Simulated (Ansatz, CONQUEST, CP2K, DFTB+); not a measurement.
**DFTB+ on Ge/Sn superlattice along [001] (80 atoms): settings against a plane-wave reference**

How do the settings of DFTB+ change the result for Ge/Sn superlattice along [001] (80 atoms)? A plane-wave run serves as the yardstick.

Method: the method is named at each step, in DFTB+ 25.1.

**1. The structure**

The cell holds 80 atoms: 16 Ge and 64 Sn. Cell: a = 9.177 Å, b = 9.177 Å, c = 31.107 Å, α = 90.0°, β = 90.0°, γ = 90.0°. Diamond-structure lattice with in-plane constant 6.489 Å; 1 period of Ge and 4 of Sn along [001], 2 x 2 in-plane cells; the two parts stretched along z by 0.7938 and 1.0; every coordinate displaced by a Gaussian of 0.05 Å. Then every atom was moved at random, 0.02 Å r.m.s. a Cartesian component. Regions: Ge, 16 atoms (16 Ge); Sn, 64 atoms (64 Sn). The structure's axis is c.

Structure file:

```xyz
80
Lattice="9.1768 0.0000 0.0000 0.0000 9.1768 0.0000 0.0000 0.0000 31.1070" Properties=species:S:1:pos:R:3 pbc="T T T"
Ge    0.0078    0.0004   31.1001
Ge    2.2982    9.1376    1.3392
Ge    4.5649    9.1555    0.0417
Ge    6.8664    0.0494    1.1945
Ge    9.1414    4.5651    0.0299
Ge    2.2369    4.5490    1.2645
Ge    4.6188    4.6073    0.0096
Ge    6.8981    4.6704    1.2284
Ge    2.3343    2.2486    2.6121
Ge    4.6326    2.2971    3.8398
Ge    6.9568    2.3519    2.5791
Ge    0.0240    2.3024    3.8352
Sn    9.1438    0.0813    5.1784
Sn    2.3116    9.1609    6.8323
Sn    4.6674    9.0885    5.1734
Sn    6.8400    9.1748    6.8921
Ge    2.2497    6.8305    2.5903
Ge    4.6101    6.9364    3.8831
Ge    6.8852    6.8861    2.5925
Ge    9.1105    6.8752    3.8744
Sn    9.0667    4.5230    5.1087
Sn    2.2650    4.5289    6.7916
Sn    4.5865    4.6696    5.1806
Sn    6.8199    4.5951    6.7791
Sn    2.3595    2.3163    8.3252
Sn    4.5017    2.2890   10.0681
Sn    6.8933    2.3281    8.3245
Sn    0.0233    2.3238   10.0983
Sn    0.0447    9.1655   11.6962
Sn    2.2052    9.1677   13.2478
Sn    4.6776    0.0182   11.6710
Sn    6.9428    9.1227   13.2469
Sn    2.3482    6.8894    8.3410
Sn    4.6138    6.8325    9.9670
Sn    6.8679    6.8668    8.3724
Sn    0.0670    6.7857   10.0522
Sn    0.0953    4.5755   11.6576
Sn    2.3202    4.5297   13.2531
Sn    4.6170    4.5802   11.7329
Sn    6.8947    4.6660   13.2382
Sn    2.2748    2.2304   14.8996
Sn    4.5795    2.2703   16.4071
Sn    6.9186    2.2447   14.8704
Sn    9.0519    2.3122   16.5470
Sn    9.1557    0.0340   18.1509
Sn    2.2370    0.0864   19.7803
Sn    4.6994    9.1331   18.1089
Sn    6.8723    0.0178   19.7825
Sn    2.2310    6.9235   14.9385
Sn    4.5646    6.8882   16.4207
Sn    6.8264    6.9022   14.8722
Sn    0.0044    6.9238   16.4366
Sn    0.0036    4.5256   18.1519
Sn    2.3800    4.6108   19.7483
Sn    4.5657    4.5906   18.0470
Sn    6.9605    4.6274   19.7853
Sn    2.3934    2.2307   21.3605
Sn    4.5097    2.3019   23.0699
Sn    6.8253    2.3672   21.3453
Sn    9.1608    2.2605   23.0503
Sn    9.0934    0.1424   24.6171
Sn    2.3487    0.0257   26.2792
Sn    4.5972    9.1023   24.6280
Sn    6.9879    9.1096   26.2166
Sn    2.1984    6.9321   21.4498
Sn    4.5787    6.9104   23.0369
Sn    6.9173    6.9114   21.4324
Sn    9.1013    6.8788   22.9557
Sn    0.0182    4.5471   24.5919
Sn    2.2447    4.5351   26.2229
Sn    4.6195    4.5488   24.6423
Sn    6.9039    4.5702   26.2521
Sn    2.3118    2.2890   27.8289
Sn    4.6944    2.3191   29.5115
Sn    6.8164    2.3045   27.9026
Sn    0.0296    2.3149   29.4981
Sn    2.2893    6.8462   27.8983
Sn    4.5991    6.8474   29.5193
Sn    6.8767    6.9258   27.9291
Sn    0.0042    6.9289   29.6453
```

The yardstick, on the same geometry:

```
method                 : Kohn-Sham DFT, PBE, PAW, plane waves (Ansatz 0.2.0); cutoff 420 eV, Γ point, fermi-dirac smearing of 0.05 eV; PAW set soft_2
r.m.s. force component : 0.5222 eV/Å
longest force          : 2.088 eV/Å
pressure               : 4.561 GPa
SCF cycles             : 12
time                   : 42 s on 4 threads of Intel Xeon 6975P-C (Granite Rapids), shared host
CPU time               : 2.3 min
```

**2. GFN1-xTB**

Method: GFN1-xTB tight binding, diagonalisation.

Input file dftb_in.hsd:

```
Geometry = GenFormat {
  <<< geo.gen
}
Driver = {}
Hamiltonian = xTB {
  Method = "GFN1-xTB"
  SccTolerance = 1e-06
  MaxSccIterations = 300
  Mixer = Broyden { MixingParameter = 0.05 }
  Filling = Fermi { Temperature [K] = 580 }
  KPointsAndWeights = { 0.0 0.0 0.0 1.0 }
}
Analysis {
  PrintForces = Yes
  MullikenAnalysis = Yes
}
ParserOptions { ParserVersion = 14 }
```

Input file geo.gen:

```
80 F
Ge Sn
1 1 0.00085 0.00004 0.99978
2 1 0.25044 0.99573 0.04305
3 1 0.49744 0.99768 0.00134
4 1 0.74823 0.00538 0.03840
5 1 0.99614 0.49746 0.00096
6 1 0.24375 0.49571 0.04065
7 1 0.50331 0.50206 0.00031
8 1 0.75169 0.50893 0.03949
9 1 0.25437 0.24503 0.08397
10 1 0.50482 0.25031 0.12344
11 1 0.75808 0.25629 0.08291
12 1 0.00261 0.25089 0.12329
13 2 0.99640 0.00886 0.16647
14 2 0.25190 0.99826 0.21964
15 2 0.50861 0.99038 0.16631
16 2 0.74535 0.99978 0.22156
17 1 0.24515 0.74432 0.08327
18 1 0.50236 0.75586 0.12483
19 1 0.75028 0.75038 0.08334
20 1 0.99277 0.74919 0.12455
21 2 0.98800 0.49287 0.16423
22 2 0.24682 0.49352 0.21833
23 2 0.49979 0.50885 0.16654
24 2 0.74317 0.50073 0.21793
25 2 0.25712 0.25241 0.26763
26 2 0.49055 0.24943 0.32366
27 2 0.75116 0.25369 0.26761
28 2 0.00254 0.25322 0.32463
29 2 0.00487 0.99876 0.37600
30 2 0.24030 0.99900 0.42588
31 2 0.50972 0.00198 0.37519
32 2 0.75656 0.99410 0.42585
33 2 0.25588 0.75074 0.26814
34 2 0.50277 0.74454 0.32041
35 2 0.74840 0.74828 0.26915
36 2 0.00730 0.73944 0.32315
37 2 0.01038 0.49859 0.37476
38 2 0.25283 0.49360 0.42605
39 2 0.50311 0.49911 0.37718
40 2 0.75132 0.50845 0.42557
41 2 0.24788 0.24305 0.47898
42 2 0.49903 0.24740 0.52744
43 2 0.75392 0.24461 0.47804
44 2 0.98639 0.25196 0.53194
45 2 0.99770 0.00370 0.58350
46 2 0.24377 0.00942 0.63588
47 2 0.51209 0.99523 0.58215
48 2 0.74888 0.00194 0.63595
49 2 0.24311 0.75445 0.48023
50 2 0.49741 0.75061 0.52788
51 2 0.74387 0.75213 0.47810
52 2 0.00048 0.75449 0.52839
53 2 0.00039 0.49315 0.58353
54 2 0.25935 0.50244 0.63485
55 2 0.49753 0.50024 0.58016
56 2 0.75849 0.50425 0.63604
[... 24 atom lines left out ...]
0.0 0.0 0.0
9.17683 0.00000 0.00000
0.00000 9.17683 0.00000
0.00000 0.00000 31.10697
```

The run is started by

```console
OMP_NUM_THREADS=1 dftb+ > output.txt
```

Output:

```text
Reading input file 'dftb_in.hsd'
Parser version: 14
--------------------------------------------------------------------------------
Processed input in HSD format written to 'dftb_pin.hsd'
Starting initialization...
--------------------------------------------------------------------------------
WARNING!
-> Dipole printed for extended system : value printed is not well defined
Mode:                        Static calculation
Self consistent charges:     Yes
SCC-tolerance:                 0.100000E-05
Max. scc iterations:                    300
Shell resolved Hubbard:      Yes
Spin polarisation:           No
Nr. of up electrons:           160.000000
Nr. of down electrons:         160.000000
Periodic boundaries:         Yes
Electronic solver:           Relatively robust
Mixer:                       Broyden mixer
Mixing parameter:                  0.050000
Nr. of chrg. vec. in memory:            300
Max. SCC-cycles:                        300
tblite library version:      0.3.0
-> parametrization:          GFN1-xTB
-> repulsion:                Yes
-> dispersion:               Yes
-> halogen bonding:          Yes
-> electrostatics:           Yes
   -> isotropic:             Yes
   -> anisotropic:           No
   -> third-order:           Yes
Electronic temperature:              0.183675E-02 H      0.499806E-01 eV
Initial charges:             Set automatically (system chrg:   0.000E+00)
Included shells:            Ge:  s, p, d
                            Sn:  s, p, d
K-points and weights:           1:  0.000000  0.000000  0.000000     1.000000
K-points in absolute space:     1:  0.000000  0.000000  0.000000
Extra options:
                             Mulliken analysis
                             Force calculation
Force type                   original
--------------------------------------------------------------------------------
***  Geometry step: 0
 iSCC Total electronic   Diff electronic      SCC error
    1   -0.18920550E+03    0.00000000E+00    0.49097607E+00
    2   -0.18788220E+03   -0.18920550E+03    0.42458318E+00
    3   -0.18984546E+03    0.13232994E+01    0.38966716E+00
    4   -0.16738925E+03   -0.19632604E+01    0.69705997E+00
    5   -0.16893296E+03    0.22456206E+02    0.68186029E+00
    6   -0.16917035E+03   -0.15437060E+01    0.67679850E+00
    7   -0.18908623E+03   -0.23739501E+00    0.24664853E+00
    8   -0.19010288E+03   -0.19915882E+02    0.20616318E+00
    9   -0.19008581E+03   -0.10166450E+01    0.16699887E+00
   10   -0.19047648E+03    0.17066194E-01    0.12488201E+00
   11   -0.19037047E+03   -0.39066920E+00    0.10251634E+00
   12   -0.19055548E+03    0.10601604E+00    0.11350372E+00
   13   -0.19057323E+03   -0.18501288E+00    0.86266912E-01
   14   -0.19053472E+03   -0.17747815E-01    0.70411291E-01
   15   -0.19040286E+03    0.38509225E-01    0.82025758E-01
   16   -0.19043596E+03    0.13185626E+00    0.70429607E-01
   17   -0.19050418E+03   -0.33102363E-01    0.55383682E-01
   18   -0.19049230E+03   -0.68220733E-01    0.54016772E-01
   19   -0.19051942E+03    0.11881833E-01    0.44592988E-01
>> Charges saved for restart in charges.bin
   20   -0.19054999E+03   -0.27121502E-01    0.35365324E-01
   21   -0.19052980E+03   -0.30564805E-01    0.38320998E-01
   22   -0.19052750E+03    0.20188969E-01    0.39164439E-01
   23   -0.19052876E+03    0.22991661E-02    0.41947480E-01
   24   -0.19055675E+03   -0.12564200E-02    0.30259454E-01
[...]
>> Charges saved for restart in charges.bin
[...]
49   -0.19058065E+03    0.18368465E-06    0.94456865E-05
   50   -0.19058065E+03    0.17668026E-06    0.14204937E-04
   51   -0.19058065E+03   -0.17927533E-06    0.12618082E-04
   52   -0.19058065E+03   -0.65603842E-08    0.46976040E-05
   53   -0.19058065E+03    0.84505331E-07    0.22645612E-05
   54   -0.19058065E+03    0.23417130E-07    0.27785969E-05
   55   -0.19058065E+03   -0.18698273E-07    0.13340085E-05
>> Charges saved for restart in charges.bin
   56   -0.19058065E+03    0.19025549E-07    0.73014812E-06
Total Energy:                     -190.7539512701 H        -5190.6791 eV
Extrapolated to 0K:               -190.7651247244 H        -5190.9832 eV
Total Mermin free energy:         -190.7762981787 H        -5191.2872 eV
Force related energy:             -190.7762981787 H        -5191.2872 eV
Volume:                              0.176783E+05 au^3   0.261965E+04 A^3
Pressure:                            0.547985E-04 au     0.161223E+10 Pa
```

detailed.out:

```text
Fermi distribution function
Calculation with static geometry
********************************************************************************
 iSCC Total electronic   Diff electronic      SCC error
   56   -0.19058065E+03    0.19025549E-07    0.73014812E-06
********************************************************************************
 Total charge:    -0.00000000
 Atomic gross charges (e)
 Atom           Charge
    1      -0.10903389
    2       0.02768188
    3      -0.12325152
    4       0.01128047
    5      -0.11872970
    6       0.03282420
    7      -0.11525152
    8      -0.00158927
    9       0.01132680
   10      -0.08590526
   11      -0.00692654
   12      -0.08809943
[...]
76       0.06359220
   77       0.00219289
   78       0.06483325
   79       0.00904579
   80       0.06398031
Fermi level:                        -0.3265218987 H           -8.8851 eV
Band energy:                      -194.7734402242 H        -5300.0550 eV
TS:                                  0.0223469086 H            0.6081 eV
Band free energy (E-TS):          -194.7957871328 H        -5300.6631 eV
Extrapolated E(0K):               -194.7846136785 H        -5300.3590 eV
Input / Output electrons (q):    320.0000000000    320.0000000000
Energy H0:                        -190.6287487327 H        -5187.2722 eV
Energy SCC:                          0.0480943541 H            1.3087 eV
Total Electronic energy:          -190.5806543786 H        -5185.9635 eV
Repulsive energy:                    0.3859579453 H           10.5025 eV
Halogen correction energy:           0.0000000000 H            0.0000 eV
Total energy:                     -190.7539512701 H        -5190.6791 eV
Extrapolated to 0:                -190.7651247244 H        -5190.9832 eV
Total Mermin free energy:         -190.7762981787 H        -5191.2872 eV
Force related energy:             -190.7762981787 H        -5191.2872 eV
Non-constrained calculation
SCC converged
Total Forces
    1      0.000291445036      0.006604663014      0.000739589734
    2     -0.001705958972      0.000723392511     -0.006875586036
    3      0.002235144824      0.001899287754     -0.005935666835
    4      0.000856997007     -0.001174531090     -0.001509778184
    5      0.000777329353      0.002091999231     -0.002849209463
    6      0.002163166010      0.000189639714     -0.003995261261
    7     -0.000695441006     -0.002150358454     -0.001967121082
    8     -0.000371556443     -0.003032167135     -0.002744618745
    9     -0.000799460492      0.000776776615      0.003622355730
   10      0.000030550438      0.000513837147     -0.008103651235
   11     -0.001881548113     -0.000577418235      0.002583661982
[...]
76     -0.006782294924     -0.001824727718      0.009609071193
   77     -0.003972636781      0.001359359523     -0.000802304424
   78     -0.005552864500      0.003647908739      0.013684920717
   79      0.009610708319     -0.013518385637     -0.000464307645
   80     -0.000168074517     -0.006776804074     -0.000481341545
Total stress tensor
      0.000130789816      0.000002513448      0.000009462203
      0.000002513448      0.000123641481     -0.000000581279
      0.000009462203     -0.000000581279     -0.000090035835
Total lattice derivs
     -0.133328194058     -0.002562228890     -0.009645845728
     -0.002562228890     -0.126041123660      0.000592560653
     -0.002845609407      0.000174810609      0.027076868813
Maximal derivative component:        0.401579E-01 au
Volume:                              0.176783E+05 au^3
Pressure:                            0.547985E-04 au     0.161223E+10 Pa
Warning: dipole moment is not defined absolutely!
Dipole moment:   -0.49907699    0.45751119   16.87597977 au
Dipole moment:   -1.26852727    1.16287754   42.89446545 Debye
```

Run time: 24 s. Hardware: 1 thread of Intel Xeon 6975P-C (Granite Rapids), shared host; peak memory 0.73 GiB.

Banners, paths, timers and routine set-up lines are dropped from the logs unmarked, and long logs keep their key lines alone; longer cuts are marked.

Numbers from this run, and their distance from the reference:

- r.m.s. force component: 0.6461 eV/Å
- r.m.s. difference of force components: 162.5 meV/Å
- longest difference of force vectors: 728.7 meV/Å
- force difference over r.m.s. force: 31.13 %
- slope of forces against the reference's: 1.217
- correlation of force components: 0.9836
- pressure: 1.612 GPa
- pressure difference: -2.949 GPa

Length of the force difference by element (eV/Å):

```tsv
element	atoms	mean	most
Ge	16	0.23	0.32
Sn	64	0.26	0.73
```

Local excerpt of 13 atoms (numbers count through the whole input) about Ge6, whose charge lies farthest from its element's mean; x, y, z are measured from there.

```tsv
atom	x	y	z	distance (Å)	bonds	Mulliken charge (e)	Fx	Fy	Fz (eV/Å)
Ge6	0.00	0.00	0.00	0.00	4	0.03	0.11	0.01	-0.21
Ge5	-2.27	0.02	-1.23	2.59	4	-0.12	0.04	0.11	-0.15
Ge17	0.01	2.28	1.33	2.64	4	0.03	-0.01	0.08	0.15
Ge9	0.10	-2.30	1.35	2.67	4	0.01	-0.04	0.04	0.19
Ge7	2.38	0.06	-1.25	2.69	4	-0.12	-0.04	-0.11	-0.10
Ge12	-2.21	-2.25	2.57	4.07	4	-0.09	0.03	-0.23	-1.04
Ge10	2.40	-2.25	2.58	4.18	4	-0.09	0.00	0.03	-0.42
Ge20	-2.30	2.33	2.61	4.19	4	-0.11	0.08	0.24	-0.54
Sn80	-2.23	2.38	-2.73	4.25	4	0.06	-0.01	-0.35	-0.02
Sn76	-2.21	-2.23	-2.87	4.26	4	0.06	-0.35	-0.09	0.49
Ge18	2.37	2.39	2.62	4.26	4	-0.09	-0.06	-0.81	-1.23
Sn78	2.36	2.30	-2.85	4.36	4	0.06	-0.29	0.19	0.70
Sn74	2.46	-2.23	-2.86	4.38	4	0.07	-1.73	-0.16	1.20
```

Forces lie 31 % from the reference's, at 0.17 times its CPU time (on 1 against 4 cores).

**3. IPEA1-xTB**

Method: IPEA1-xTB tight binding, diagonalisation.

dftb_in.hsd: that of step 2 with these lines changed.

```diff
@@ -5,3 +5,3 @@
 Hamiltonian = xTB {
-  Method = "GFN1-xTB"
+  Method = "IPEA1-xTB"
   SccTolerance = 1e-06
```

geo.gen is that of step 2.

The run is started by

```console
OMP_NUM_THREADS=1 dftb+ > output.txt
```

Output:

```text
Reading input file 'dftb_in.hsd'
Parser version: 14
--------------------------------------------------------------------------------
Processed input in HSD format written to 'dftb_pin.hsd'
[... lines left out ...]
WARNING!
[... lines left out ...]
 iSCC Total electronic   Diff electronic      SCC error
[... lines left out ...]
   59   -0.19782534E+03    0.75536661E-08    0.69999123E-06
Total Energy:                     -197.6412970684 H        -5378.0933 eV
Extrapolated to 0K:               -197.6478124877 H        -5378.2706 eV
Total Mermin free energy:         -197.6543279070 H        -5378.4479 eV
Force related energy:             -197.6543279070 H        -5378.4479 eV
Volume:                              0.176783E+05 au^3   0.261965E+04 A^3
Pressure:                            0.283301E-03 au     0.833499E+10 Pa
```

detailed.out:

```text
Fermi distribution function
Calculation with static geometry
********************************************************************************
 iSCC Total electronic   Diff electronic      SCC error
[... lines left out ...]
Fermi level:                        -0.3545581065 H           -9.6480 eV
[... lines left out ...]
Band free energy (E-TS):          -202.1155451649 H        -5499.8438 eV
[... lines left out ...]
Total energy:                     -197.6412970684 H        -5378.0933 eV
[... lines left out ...]
Total Mermin free energy:         -197.6543279070 H        -5378.4479 eV
[... lines left out ...]
SCC converged
Total Forces
[... lines left out ...]
     -0.002756648513     -0.439065134677      0.001257682552
     -0.002610608418      0.000371027425      0.012888040881
Maximal derivative component:        0.486317E-01 au
Volume:                              0.176783E+05 au^3
Pressure:                            0.283301E-03 au     0.833499E+10 Pa
Warning: dipole moment is not defined absolutely!
Dipole moment:   -1.28161431    6.67688170   58.12878072 au
Dipole moment:   -3.25753891   16.97094186  147.74863510 Debye
```

Run time: 28 s. Hardware: 1 thread; peak memory 0.73 GiB.

Against the reference:

```yaml
r_m_s_force_component: 0.7602 eV/Å
r_m_s_difference_of_force_components: 347.9 meV/Å
longest_difference_of_force_vectors: 1553 meV/Å
force_difference_over_r_m_s_force: 66.62 %
slope_of_forces_against_the_reference_s: 1.338
correlation_of_force_components: 0.9189
pressure: 8.335 GPa
pressure_difference: 3.774 GPa
```

Against the first run (31 %), the force difference from the reference is 67 %, at 1.2 times the CPU time.

**4. Side by side**

Differences are against the plane-wave reference, forces as r.m.s. over components; share is that over the reference's r.m.s. force, slope the least-squares factor from reference forces to these. Total energies of different programs have different zeros and aren't compared.

```tsv
run	Δ force, r.m.s. (meV/Å)	share (%)	slope	Δ pressure (GPa)	cores	CPU time	memory (GiB)
reference	-	-	-	-	4	2.3 min	4.5
DFTB+ GFN1-xTB	163	31.1	1.217	-2.95	1	24 s	0.73
DFTB+ IPEA1-xTB	348	66.6	1.338	3.77	1	28 s	0.73
```

CPU time is summed over cores on a shared host, where runs went side by side, so it is rough. Symmetry, cutoffs, thresholds, outputs and thread counts weren't matched or tuned between programs; memory under MPI is the largest rank's times the ranks.

Mean charges by element (e), by run and scheme:

```tsv
run	scheme	Ge	Sn
reference	Löwdin	-0.06	+0.05
DFTB+ GFN1-xTB	Mulliken	-0.05	+0.01
DFTB+ IPEA1-xTB	Mulliken	-0.17	+0.04
```

The reference's Löwdin charges lack the electrons that the projection spills, 0.025 e an atom on average.

**5. Outcome**

```yaml
nearest_in_forces: DFTB+ GFN1-xTB, 31 %
its_cpu_time: 24 s
```

What this shows: Tight binding differs by 31 % (DFTB+ GFN1-xTB) to 67 % (DFTB+ IPEA1-xTB); it is another model, with fitted parameters of its own, and the xTB methods hold dispersion. IPEA1-xTB was fitted to ionisation energies and electron affinities, not to forces or charges. Of the electronic-structure runs that take under half the reference's CPU time, DFTB+ GFN1-xTB comes nearest, at 31 % in 24 s against 2.3 min; its pressure misses by -2.9 GPa. Charges hang on model, scheme and program or settings: among these rows the mean for Ge runs from -0.17 to -0.05 e. Periodic xTB results under one method name differ between programs and library versions (DFTB+ here holds tblite 0.3). The reference's stress is far from hydrostatic: its diagonal is 6.4, 6.1, 1.2 GPa, compression counted positive. The host structure and its lattice constant were typed by rule, without a check against the phase diagram. The reference's pressure of 4.6 GPa belongs to a cell and atoms that aren't relaxed at this level. The electronic-structure runs sample only Γ, in a cell whose shortest periodic width is 9 Å, which is coarse for a cell with partly filled levels.

[Also dropped from logs without a mark: logging warnings of Python, and SIESTA's first energy breakdown and zero terms.]

[Logs are printed without paths, hosts, clocks, repeated set-up lines and the standing remarks that a program may print on its own settings, such as how far it seeks lower states.]

[Hosts, paths, dates, database ids (printed as entryN), source tags and the programs' standing remarks are cut or masked in the printed files.]
